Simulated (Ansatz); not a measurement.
## Ba_B in BP (F-43m): charge-transition levels and formation energies

Aim: at which Fermi levels does Ba_B in BP (F-43m) change its charge? The model is a cell of 54 host atoms with 1 B taken out and 1 Ba put in.

Main program and level: Ansatz 0.2.0; place-levels on r2SCAN runs: charge-transition levels and formation energies with image-charge correction and potential alignment at the atomic sites; PAW set soft_1.

### 1. Starting point

The cell holds 54 atoms: 26 B, 27 P and 1 Ba. Its edges and angles: a = 9.623 Å, b = 9.623 Å, c = 9.623 Å, α = 60.0°, β = 60.0°, γ = 60.0°. It derives from BP (space group F-43m). Nearest the centre at fractional (0.667, 0.333, 0.667): Ba47 at 0.00 Å, P22 at 1.96 Å, P40 at 1.96 Å, P24 at 1.96 Å, P28 at 1.96 Å, B41 at 3.21 Å, B35 at 3.21 Å, B29 at 3.21 Å.

Known beforehand: the electronic dielectric constant, 9.31, and the static one, 9.42, computed on the host (DFPT, PBEsol, on the r2SCAN cell), and a cell off the functional's own equilibrium shifts the ionic part.

The cell's shortest repeat is 9.6 Å.

### 2. What was run first

A transition level is the Fermi level at which two charge states cost the same, so each charge needs its own total energy, at its own relaxed structure.

Random displacements of about 0.05 Å break the site symmetry at the start, so that the relaxation can reach a distorted minimum if there is one. Forces are taken on a 2×2×2 shifted mesh. The cell holds 1 electron more than the neutral one, with a uniform background that keeps it neutral on the whole.

The sampling was tested on the host first: at the k-points planned (1x1x1 shifted 0.25 0.25 0.25) its energy lies 0.152 eV an atom from the dense-mesh value, so the final energies take a denser sampling.

One state's input; the others differ in charge, spin, start and seed, and in occupations where the table says so.

File qm1.relax/input.yaml:

```yaml
crystal:
  lattice:
    - [0.0, 6.80455623, 6.80455623]
    - [6.80455623, 0.0, 6.80455623]
    - [6.80455623, 6.80455623, 0.0]
  atoms:
    - { symbol: B, position: [0.0, 0.0, 0.0] }
    - { symbol: P, position: [0.25, 0.25, 0.25] }
[... 2 atom lines left out ...]
    - { symbol: B, position: [0.0, 0.0, 0.66666667] }
    - { symbol: P, position: [0.25, 0.25, 0.91666667] }
[... 2 atom lines left out ...]
    - { symbol: B, position: [0.0, 0.33333333, 0.33333333] }
    - { symbol: P, position: [0.25, 0.58333333, 0.58333333] }
    - { symbol: B, position: [0.0, 0.33333333, 0.66666667] }
[... 10 atom lines left out ...]
    - { symbol: P, position: [0.58333333, 0.25, 0.58333333] }
[... 1 atom line left out ...]
    - { symbol: P, position: [0.58333333, 0.25, 0.91666667] }
    - { symbol: B, position: [0.33333333, 0.33333333, 0.0] }
    - { symbol: P, position: [0.58333333, 0.58333333, 0.25] }
[... 1 atom line left out ...]
    - { symbol: P, position: [0.58333333, 0.58333333, 0.58333333] }
    - { symbol: B, position: [0.33333333, 0.33333333, 0.66666667] }
[... 5 atom lines left out ...]
    - { symbol: B, position: [0.33333333, 0.66666667, 0.66666667] }
[... 1 atom line left out ...]
    - { symbol: B, position: [0.66666667, 0.0, 0.0] }
[... 2 atom lines left out ...]
    - { symbol: P, position: [0.91666667, 0.25, 0.58333333] }
    - { symbol: B, position: [0.66666667, 0.0, 0.66666667] }
[... 1 atom line left out ...]
    - { symbol: B, position: [0.66666667, 0.33333333, 0.0] }
[... 1 atom line left out ...]
    - { symbol: B, position: [0.66666667, 0.33333333, 0.33333333] }
[... 1 atom line left out ...]
    - { symbol: Ba, position: [0.66666667, 0.33333333, 0.66666667] }
[... 3 atom lines left out ...]
    - { symbol: B, position: [0.66666667, 0.66666667, 0.33333333] }
[... 1 atom line left out ...]
    - { symbol: B, position: [0.66666667, 0.66666667, 0.66666667] }
    - { symbol: P, position: [0.91666667, 0.91666667, 0.91666667] }
  host:
    repeats: [3, 3, 3]
    atoms:
      - { symbol: B, position: [0.0, 0.0, 0.0] }
      - { symbol: P, position: [0.75, 0.75, 0.75] }
total_charge: -1
basis:
  ecutwfc: 500
  xc_grid: 2
hamiltonian:
  xc: r2scan
  pseudopotentials: { kind: paw, azcp: { folder: soft_1 } }
kpoints:
  mp_grid: { grid: [2, 2, 2], shift: [0.5, 0.5, 0.5] }
scf:
  occupations: { method: fixed }
  max_iter: 80
output:
  forces: true
  charged_corrections:
    epsilon: 9.31
    static_epsilon: 9.42
    defect_position: [0.666667, 0.333333, 0.666667]
relax:
  f_tol: 0.02
  max_steps: 80
  random_displacement: { amplitude: 0.05, seed: 4102 }
checkpoint:
  write: "../qm1.relax.run"
  compress: false
  write_wavefunctions: true
  write_every: 100000
```

The run is started by

```bash
$ ansatz run input.yaml --threads 4 --pin off --max-ram 7536MiB --backend cpu --events-out ev --progress --plain --runs-dir out
```

The run of this state that the levels use, under r2SCAN:

File qm1.point/input.yaml:

```yaml
crystal:
  checkpoint: "../qm1.relax.run"
  host: checkpoint
total_charge: -1
basis:
  ecutwfc: 500
  xc_grid: 2
hamiltonian:
  xc: r2scan
  pseudopotentials: { kind: paw, azcp: { folder: soft_1 } }
kpoints:
  mp_grid: { grid: [2, 2, 2], shift: [0.5, 0.5, 0.5] }
scf:
  occupations: { method: fixed }
  max_iter: 80
output:
  forces: true
  eigenvalues: true
  charged_corrections:
    epsilon: 9.31
    static_epsilon: 9.42
    defect_position: [0.666667, 0.333333, 0.666667]
  eigenstates: { localisation: true }
  populations: true
  band_densities: [{ bands: [v1, v1] }, { bands: [c1, c1] }]
  write_density: true
  write_potential: true
  volumetric_format: npy
  elf: true
checkpoint:
  read: "../qm1.relax.run"
  write: "../qm1.point.run"
  compress: false
  write_wavefunctions: false
  write_every: 100000
```

Relaxations under r2SCAN at a 2×2×2 shifted mesh; times on 4 threads of Intel Xeon 6975P-C (Granite Rapids), shared host:

| charge | moment (μB) | occupations | outcome | steps | largest displacement against the far atoms (Å) | time |
| --- | --- | --- | --- | --- | --- | --- |
| −1 | 0 | fixed | converged | 13 | 0.88 | 1.8 min |
| 0 | 1 | fixed | converged | 20 | 0.87 | 7.6 min |
| +1 | 0 | fixed | converged | 13 | 0.85 | 2 min |
| +1 | 2 | fixed | converged | 9 | 0.83 | 4.1 min |
| −1 | 2 | fixed | converged | 13 | 0.88 | 6.9 min |

Single points under r2SCAN at a 2×2×2 shifted mesh; times on 4 threads of Intel Xeon 6975P-C (Granite Rapids), shared host:

| charge | moment (μB) | occupations | outcome | time |
| --- | --- | --- | --- | --- |
| −1 | 0 | fixed | converged | 10 s |
| 0 | 1 | fixed | converged | 22 s |
| +1 | 0 | fixed | converged | 10 s |
| +1 | 2 | fixed | converged | 23 s |
| −1 | 2 | fixed | converged | 23 s |

Distances (Å) from Ba47 to the nearest atoms after relaxation with r2SCAN:

| charge | moment (μB) | 1. | 2. | 3. | 4. | 5. | 6. |
| --- | --- | --- | --- | --- | --- | --- | --- |
| −1 | 0 | P 2.68 | P 2.69 | P 2.69 | P 2.73 | B 2.83 | B 2.85 |
| −1 | 2 | P 2.64 | P 2.66 | P 2.66 | P 2.74 | B 2.79 | B 2.85 |
| 0 | 1 | P 2.66 | P 2.66 | P 2.66 | P 2.74 | B 2.81 | B 2.84 |
| +1 | 0 | P 2.63 | P 2.63 | P 2.63 | P 2.74 | B 2.79 | B 2.83 |
| +1 | 2 | P 2.69 | P 2.69 | P 2.69 | P 2.72 | B 3.09 | B 3.15 |

### 3. Levels against the band edges, r2SCAN

A charged cell interacts with its images and the background, and its potential has another zero than the host's. place-levels removes the first by a point-charge model, screened by the static dielectric constant since the ions have relaxed around the charge, and the second by comparing potentials at atoms far from the defect.

The host is a run of the defect-free crystal in the same cutoffs, grids and k-points, so that basis and sampling errors cancel in part in the differences. The host is run in a cell of 2 atoms on a matching mesh. Its band edges are searched through the zone by a band path, so the gap is smaller than, or equal to, that on the mesh. Chemical potentials are energies per atom of B (alpha-rhombohedral (B12)) and Ba (bcc), run with the same functional and cutoff.

File levels.point.yaml:

```yaml
host:
  run: host.point.run
states: [qm1.point.run, q0_M1.point.run, qp1.point.run, qp1_M2.point.run, qm1_M2.point.run]
geometry_from:
  qm1.point.run: qm1.relax.run
  q0_M1.point.run: q0_M1.relax.run
  qp1.point.run: qp1.relax.run
  qp1_M2.point.run: qp1_M2.relax.run
  qm1_M2.point.run: qm1_M2.relax.run
  host.point.run: host.relax.run
chemical_potentials:
  B:
    energy: -156.554104
    dataset: <sha256 of the dataset>
  Ba:
    energy: -5964.59664
    dataset: "<sha256 of the dataset>"
epsilon: 9.31
static_epsilon: 9.42
vertical:
  - { from: qm1.point.run, to: qm1.point_neutral.run }
  - { from: qp1.point.run, to: qp1.point_neutral.run }
  - { from: qp1_M2.point.run, to: qp1_M2.point_neutral.run }
  - { from: qm1_M2.point.run, to: qm1_M2.point_neutral.run }
```

The run is started by

```bash
$ ansatz place-levels levels.point.yaml -- --threads 4 --pin off --max-ram 7536MiB
```

Numbers of over 12 decimals in the logs are rounded to 6 here.

The program printed:

```text
[... repeated set-up lines and file paths are left out, and long positions are rounded to six places ...]
(+1/0) 0.508 eV above the valence edge, 0.899 eV under the conduction edge
(0/-1) 1.038 eV above the valence edge, 0.369 eV under the conduction edge
formation energy of charge +1: +8.799 eV with the Fermi level at the valence edge
formation energy of charge 0: +9.307 eV with the Fermi level at the valence edge
formation energy of charge -1: +10.344 eV with the Fermi level at the valence edge
vertical -1 to 0: no energy, since no alignment is typed
  the change from vertical[0].from (qm1.point.run) to vertical[0].to (qm1.point_neutral.run): by its potential at epsilon 9.31 it stands at 0.575 0.160 0.493, with an rms radius of about 3.3 Å (1.1 2.2 2.2 Å across the planes of the cell's vectors); [...]
vertical +1 to 0: no energy, since no alignment is typed
  the change from vertical[1].from (qp1.point.run) to vertical[1].to (qp1.point_neutral.run): by its potential at epsilon 9.31 it stands at 0.504 0.249 0.514, with an rms radius of about 3.3 Å (2.3 1.0 2.2 Å across the planes of the cell's vectors); [...]
vertical +1 to 0: no energy, since no alignment is typed
  the change from vertical[2].from (qp1_M2.point.run) to vertical[2].to (qp1_M2.point_neutral.run): by its potential at epsilon 9.31 it stands at 0.570 0.244 0.583, with an rms radius of about 3.0 Å (2.0 1.7 1.5 Å across the planes of the cell's vectors); [...]
vertical -1 to 0: no energy, since no alignment is typed
  the change from vertical[3].from (qm1_M2.point.run) to vertical[3].to (qm1_M2.point_neutral.run): by its potential at epsilon 9.31 it stands at 0.563 0.225 0.503, with an rms radius of about 5.4 Å (3.3 3.4 2.5 Å across the planes of the cell's vectors); [...]
  edges by r2scan, gap 1.407 eV; the host is sampled to repeats of 19.25 Å
  the defect's cells are sampled to repeats of 19.25 Å, like sampling
  charge +1: -30559.0639 eV with its correction of +0.732 eV, at epsilon 9.42, aligned at sites: +0.4745 eV, mean over 19 atomic sites at or beyond 4.81 Å from the defect at [0.6667, 0.3333, 0.6667], with +0.000000 for the charge's moments and without [...]
  charge 0: +0.000 eV for its dipole among its images, +0.000 omitted
  charge -1: -30539.0593 eV with its correction of -0.376 eV, at epsilon 9.42, aligned at sites: +0.6334 eV, mean over 19 atomic sites at or beyond 4.81 Å from the defect at [0.6667, 0.3333, 0.6667], with +0.000000 for the charge's moments and without [...]
  charge +1: states[3] (qp1_M2.point.run) stands 0.091 eV higher, with a moment of 2.00 μB against 0.00
  charge -1: states[4] (qm1_M2.point.run) stands 0.995 eV higher, with a moment of 2.00 μB against 0.00
  of states[2] (qp1.point.run): it parts from the run at its places by a charge that spreads by about 2.3 Å along one vector (1.4 Å or more is wide), by its potential at epsilon 9.31, taken for that of held ions (one typed too small widens it), where the cell [...]
  of states[1] (q0_M1.point.run): stability_check_not_made
  of states[0] (qm1.point.run): it parts from the run at its places by a charge that spreads by about 2.2 Å along one vector (1.4 Å or more is wide), by its potential at epsilon 9.31, taken for that of held ions (one typed too small widens it), where the cell [...]
  of states[3] (qp1_M2.point.run): it parts from the run at its places by a charge that spreads by about 2 Å along one vector (1.4 Å or more is wide), by its potential at epsilon 9.31, taken for that of held ions (one typed too small widens it), where the [...]
  of states[4] (qm1_M2.point.run): it parts from the run at its places by a charge that spreads by about 3.4 Å along one vector (1.4 Å or more is wide), by its potential at epsilon 9.31, taken for that of held ions (one typed too small widens it), where the [...]
  of vertical[0].from (qm1.point.run): it parts from the run at its places by a charge that spreads by about 2.2 Å along one vector (1.4 Å or more is wide), by its potential at epsilon 9.31, taken for that of held ions (one typed too small widens it), where [...]
  of vertical[0].to (qm1.point_neutral.run): band_overlap_at_count; stability_check_not_made
  of vertical[1].from (qp1.point.run): it parts from the run at its places by a charge that spreads by about 2.3 Å along one vector (1.4 Å or more is wide), by its potential at epsilon 9.31, taken for that of held ions (one typed too small widens it), where [...]
  of vertical[1].to (qp1.point_neutral.run): stability_check_not_made
  of vertical[2].from (qp1_M2.point.run): stability_check_not_made; [...]
  of vertical[2].to (qp1_M2.point_neutral.run): band_overlap_at_count; stability_check_not_made
  of vertical[3].from (qm1_M2.point.run): its moments are held at its close (magnetization.spin_locking), by a field of 0.549 eV a Bohr magneton, and its energy and levels are of the state that this holds: a run that lets them go can end lower; [...]
  of vertical[3].to (qm1_M2.point_neutral.run): stability_check_not_made
```

The job ended after 0.39 s (4 threads of Intel Xeon 6975P-C (Granite Rapids), shared host).

Levels between the charges placed, in eV above the valence top:

|  | gap (eV) | (+1/0) | (0/−1) |
| --- | --- | --- | --- |
| r2SCAN | 1.41 | 0.51 | 1.04 |

Corrections by state:

| charge | moment (μB) | image terms and alignment (eV) | band filling (eV) | ε used | over the lowest of its charge, as the program ranks them, band filling apart (eV) |
| --- | --- | --- | --- | --- | --- |
| +1 | 0.0 | 0.732 | - | 9.42 | 0.000 |
| 0 | 1.0 | 0.000 | - | - | 0.000 |
| −1 | 0.0 | -0.376 | - | 9.42 | 0.000 |
| +1 | 2.0 | 0.763 | - | 9.42 | 0.091 |
| −1 | 2.0 | -0.380 | - | 9.42 | 0.995 |

The charged structures listed were also run neutral, and place-levels reads from each pair, by the potential or the spins, how wide the charge is by which they differ; that can be the carrier of either run.

| charge | rms radius (Å) | spread where it is widest against the cell (Å) | wide from (Å) | reading |
| --- | --- | --- | --- | --- |
| +1 | 3.3 | 2.26 | 1.36 | wide |
| −1 | 3.3 | 2.22 | 1.36 | wide |

The neutral runs of these pairs need not share the spin of the lowest neutral state, and very wide values only mean spread over the cell.

From the program's caveats on the states, each cut to its opening words:

- charge +1: it parts from the run at its places by a charge that spreads by about 2.3 Å along one vector (1.4 Å or more is wide), by its potential at epsilon 9.31, taken [...]
- charge +1: its alignment with the host at atomic sites is doubtful: the mean over the far sites moves by -0.0954 eV from their farther parts to their nearer, more than [...]
- charge +1: the far atoms show a dipole or second moment of the defect's charge, for which the correction takes or leaves out 0.474 eV: further moments aren't read, and [...]
- charge 0 (1 μB), +1 (2 μB), −1 (2 μB): flagged: stability check not made
- charge −1: it parts from the run at its places by a charge that spreads by about 2.2 Å along one vector (1.4 Å or more is wide), by its potential at epsilon 9.31, taken [...]
- charge −1: its alignment with the host at atomic sites is doubtful: the mean over the far sites moves by +0.1400 eV from their farther parts to their nearer, more than [...]
- charge +1 (2 μB): it parts from the run at its places by a charge that spreads by about 2 Å along one vector (1.4 Å or more is wide), by its potential at epsilon 9.31, taken for [...]
- charge +1 (2 μB): its alignment with the host at atomic sites is doubtful: the mean over the far sites moves by -0.1214 eV from their farther parts to their nearer, more than [...]
- charge −1 (2 μB): it parts from the run at its places by a charge that spreads by about 3.4 Å along one vector (1.4 Å or more is wide), by its potential at epsilon 9.31, taken [...]
- charge −1 (2 μB): its moments are held at its close (magnetization.spin_locking), by a field of 0.549 eV a Bohr magneton, and its energy and levels are of the state that this [...]
- charge −1 (2 μB): filled levels lie above empty ones at the fixed electron count

The host's formation energy from the elements is -0.484 eV per atom; it sets how far the chemical potentials can move.

Limit set by the element alone; other compounds of these elements are not counted. Chemical potentials from the elements' reference states: B 0.00 eV, P -0.97 eV, Ba 0.00 eV. Formation energy by charge state (B-rich; gap 1.41 eV):

| charge | at valence top (eV) | at conduction bottom (eV) | correction included (eV) |
| --- | --- | --- | --- |
| +1 | 8.80 | 10.21 | 0.73 |
| 0 | 9.31 | 9.31 | 0.00 |
| −1 | 10.34 | 8.94 | -0.38 |

```json
{"Fermi level (eV)": "0.00", "lowest formation energy (eV)": "8.80"}
{"Fermi level (eV)": "0.13", "lowest formation energy (eV)": "8.93"}
{"Fermi level (eV)": "0.26", "lowest formation energy (eV)": "9.05"}
{"Fermi level (eV)": "0.38", "lowest formation energy (eV)": "9.18"}
{"Fermi level (eV)": "0.51", "lowest formation energy (eV)": "9.31"}
{"Fermi level (eV)": "0.64", "lowest formation energy (eV)": "9.31"}
{"Fermi level (eV)": "0.77", "lowest formation energy (eV)": "9.31"}
{"Fermi level (eV)": "0.90", "lowest formation energy (eV)": "9.31"}
{"Fermi level (eV)": "1.02", "lowest formation energy (eV)": "9.31"}
{"Fermi level (eV)": "1.15", "lowest formation energy (eV)": "9.19"}
{"Fermi level (eV)": "1.28", "lowest formation energy (eV)": "9.06"}
{"Fermi level (eV)": "1.41", "lowest formation energy (eV)": "8.94"}
```

Limit set by the element alone; other compounds of these elements are not counted. Chemical potentials from the elements' reference states: P 0.00 eV, B -0.97 eV, Ba 0.00 eV. Formation energy by charge state (P-rich; gap 1.41 eV):

| charge | at valence top (eV) | at conduction bottom (eV) | correction included (eV) |
| --- | --- | --- | --- |
| +1 | 7.83 | 9.24 | 0.73 |
| 0 | 8.34 | 8.34 | 0.00 |
| −1 | 9.38 | 7.97 | -0.38 |

```csv
Fermi level (eV),lowest formation energy (eV)
0.00,7.83
0.13,7.96
0.26,8.09
0.38,8.21
0.51,8.34
0.64,8.34
0.77,8.34
0.90,8.34
1.02,8.34
1.15,8.22
1.28,8.10
1.41,7.97
```

### 4. Summary of results

```yaml
gap_of_the_host: 1.41 eV (r2SCAN)
level_plus_1_over_0: 0.51 eV above the valence top
level_0_minus_1: 1.04 eV above the valence top
lowest_of_the_charges_placed_just_above_the_valence_top_0p02_ev: +1
lowest_of_the_charges_placed_just_below_the_conduction_bottom_0p02_ev: −1
lowest_formation_energy_at_mid_gap_of_the_charges_run_b_rich: 9.31 eV
lowest_formation_energy_at_mid_gap_of_the_charges_run_p_rich: 8.34 eV
```

Of the charges placed (−1, 0 and +1), the lowest changes at 0.51 eV (+1/0) and 1.04 eV (0/−1) above the valence top, in a gap of 1.41 eV. (+1/0) and (0/−1) lie nearer to a band edge than the share of the finite-size correction in them (0.73 and 0.38 eV), and that correction holds for a localised charge alone. Charges above +1 and below −1 were not placed, so these runs say nothing of levels that involve them. States placed: +1 at 0 μB and 2 μB; 0 at 1 μB; −1 at 0 μB and 2 μB. Other spin states or structures, where not listed, weren't placed. Ba is taken at its element; compounds, which aren't counted here, bound the chemical potentials and would shift these formation energies. The program doubts the alignment of potentials for at least one state, a sign that the cell is small. Limits: r2SCAN makes the gap too small and tends to spread out bound carriers; spin–orbit coupling, which can matter with heavy atoms, is left out.

[Logs are printed without paths, hosts, clocks, repeated set-up lines and the standing remarks that a program may print on its own settings, such as how far it seeks lower states.]

[Hosts, paths, dates, database ids (printed as entryN), source tags and the programs' standing remarks are cut or masked in the printed files.]

[Where a table of states has a column of steps, it counts the stored structures, which are thinned; the runs took as many ionic steps or more.]

[A defect's name tells the site on which it was built; relaxed atoms can leave that site.]

[For some hosts the program warned that the k-mesh of the response run may be too coarse for force constants and the static dielectric constant; such warnings are not shown here.]
